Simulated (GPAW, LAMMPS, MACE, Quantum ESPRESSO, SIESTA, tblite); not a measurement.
**Other levels on glassy 44SiO2-56MgO (mol %) (83 atoms)**

Density of this cell: 2.62 g/cm³. The cell holds 83 atoms: 15 Si, 19 Mg and 49 O. Its edges and angles: a = 10.182 Å, b = 10.182 Å, c = 10.182 Å, α = 90.0°, β = 90.0°, γ = 90.0°. 83 atoms (15 Si, 19 Mg, 49 O) placed at random at 2.56 g/cm³, melted at 4000 K for 10 ps at fixed volume with the Morse and Coulomb pair potential with partial charges (Pedone, Malavasi, Menziani, Cormack and Segre, J. Phys. Chem. B 110, 11780 (2006)). Quenched from 4000 K to 300 K at 30 K/ps and fixed volume, held 10 ps at zero pressure.

Geometry: as built.

The reference, a calculation:

| Item | Value |
| --- | --- |
| method | Kohn-Sham DFT, PBE, SSSP efficiency 1.3.0 pseudopotentials, plane waves (Quantum ESPRESSO 7.5); sssp-pbe-1.3.0-efficiency, cutoffs 60/480 Ry, Γ point |
| r.m.s. force component | 1.425 eV/Å |
| longest force | 6.188 eV/Å |
| pressure | 5.229 GPa |
| gap (highest filled to lowest empty level) | 3.319 eV |
| time | 3.9 min on 2 MPI ranks of Arm Neoverse V1, shared host |
| CPU time | 7.9 min |

**Question.** The same geometry is run in other programs. How far does each lie from the reference, and what does it cost?
- GPAW PBE, LCAO dzp, h 0.18 Å, other mixer settings (GPAW 26.7.0; 2 MPI ranks)
- QE PBE, gbrv-1.5, 40/200 Ry (Quantum ESPRESSO 7.5; 2 MPI ranks)
- MACE MP-0b3 medium potential (MACE MP-0b3 medium; 1 thread)
- SIESTA PBE, DZP, shift 0.04 Ry, mesh 500 Ry (SIESTA 5.4.2; 2 MPI ranks)
- SIESTA PBE, DZP, shift 0.01 Ry, mesh 500 Ry (SIESTA 5.4.2; 2 MPI ranks)
- SIESTA PBE, TZP, shift 0.01 Ry, mesh 500 Ry (SIESTA 5.4.2; 4 MPI ranks)
- QE PBE+D3(BJ), sssp-1.3.0-efficiency, 60/480 Ry (Quantum ESPRESSO 7.5; 2 MPI ranks)
- MACE MP-0b2 small potential (MACE MP-0b2 small; 1 thread)
- GPAW PBE, LCAO szp(dzp), h 0.18 Å (GPAW 26.7.0; 1 thread)
- SIESTA PBE, DZ, shift 0.01 Ry, mesh 500 Ry (SIESTA 5.4.2; 2 MPI ranks)

Differences are against the plane-wave reference, forces as r.m.s. over components; share is that over the reference's r.m.s. force, slope the least-squares factor from reference forces to these. Total energies of different programs have different zeros and aren't compared.

```
                                                 run  Δ force, r.m.s. (meV/Å)  share (%)  slope  Δ pressure (GPa)  Δ gap (eV)  cores  CPU time  memory (GiB)
                                           reference                        -          -      -                 -           -      2   7.9 min           3.0
  GPAW PBE, LCAO dzp, h 0.18 Å, other mixer settings                      347       24.3  1.171                 -      -0.162      2   5.7 min           1.8
                         QE PBE, gbrv-1.5, 40/200 Ry                     37.7       2.65  0.980             0.231      0.0301      2   4.5 min           1.2
                        MACE MP-0b3 medium potential                     92.1       6.46  0.953           -0.0581           -      1     8.6 s           1.1
SIESTA PBE, DZP, shift 0.04 Ry, mesh 500 Ry (coarse)                      253       17.7  1.059             -12.4      -0.198      2   2.3 min           1.3
         SIESTA PBE, DZP, shift 0.01 Ry, mesh 500 Ry                      241       16.9  1.107              1.64      -0.159      2   4.5 min           1.9
         SIESTA PBE, TZP, shift 0.01 Ry, mesh 500 Ry                      177       12.5  1.081             0.445      -0.158      4   5.9 min           2.5
     QE PBE+D3(BJ), sssp-1.3.0-efficiency, 60/480 Ry                     6.62      0.464  1.000             -2.28           0      2   7.8 min           3.0
                         MACE MP-0b2 small potential                     89.8       6.30  0.960           -0.0332           -      1     7.3 s          0.66
          GPAW PBE, LCAO szp(dzp), h 0.18 Å (coarse)                      352       24.7  1.161                 -      -0.330      1   2.8 min           1.5
 SIESTA PBE, DZ, shift 0.01 Ry, mesh 500 Ry (coarse)                     1163       81.6  1.552              6.33      -0.200      2   2.1 min           1.2
```

Rows marked coarse were listed beforehand as settings not expected to be converged; some can still land near the reference.

Times of the machine-learned potentials are mostly Python's start and the loading of weights.

CPU time is summed over cores on a shared host, where runs went side by side, so it is rough. Symmetry, cutoffs, thresholds, outputs and thread counts weren't matched or tuned between programs; memory under MPI is the largest rank's times the ranks.

PBE on plane waves or a grid with other potentials, cutoffs or grids, coarse settings apart, differs from the reference by 2.6 % (QE PBE, gbrv-1.5, 40/200 Ry) of the r.m.s. force; this holds the reference's own error, so differences of a few per cent don't tell which side is nearer the exact PBE result. The PBE runs in local orbitals, coarse settings apart, differ by 12 % (SIESTA PBE, TZP, shift 0.01 Ry, mesh 500 Ry) to 24 % (GPAW PBE, LCAO dzp, h 0.18 Å, other mixer settings); basis, grid and potentials can all enter. Machine-learned potentials differ by 6.3 % (MACE MP-0b2 small potential) to 6.5 % (MACE MP-0b3 medium potential); they were trained on other programs' data. In the reference's own program, potentials and cutoffs, a change of model alone moves forces by 0.46 % (QE PBE+D3(BJ), sssp-1.3.0-efficiency, 60/480 Ry). Machine-learned potentials mimic data converged in k, so the reference's own k-point error enters their differences. The network of bonds at the start is that of the classical potential that made the cell, and needn't be the one that DFT or experiment would give. The electronic-structure runs sample only Γ, in a cell whose shortest periodic width is 10 Å.

[Logs are printed without paths, hosts, clocks, repeated set-up lines and the standing remarks that a program may print on its own settings, such as how far it seeks lower states.]

[Hosts, paths, dates, database ids (printed as entryN), source tags and the programs' standing remarks are cut or masked in the printed files.]
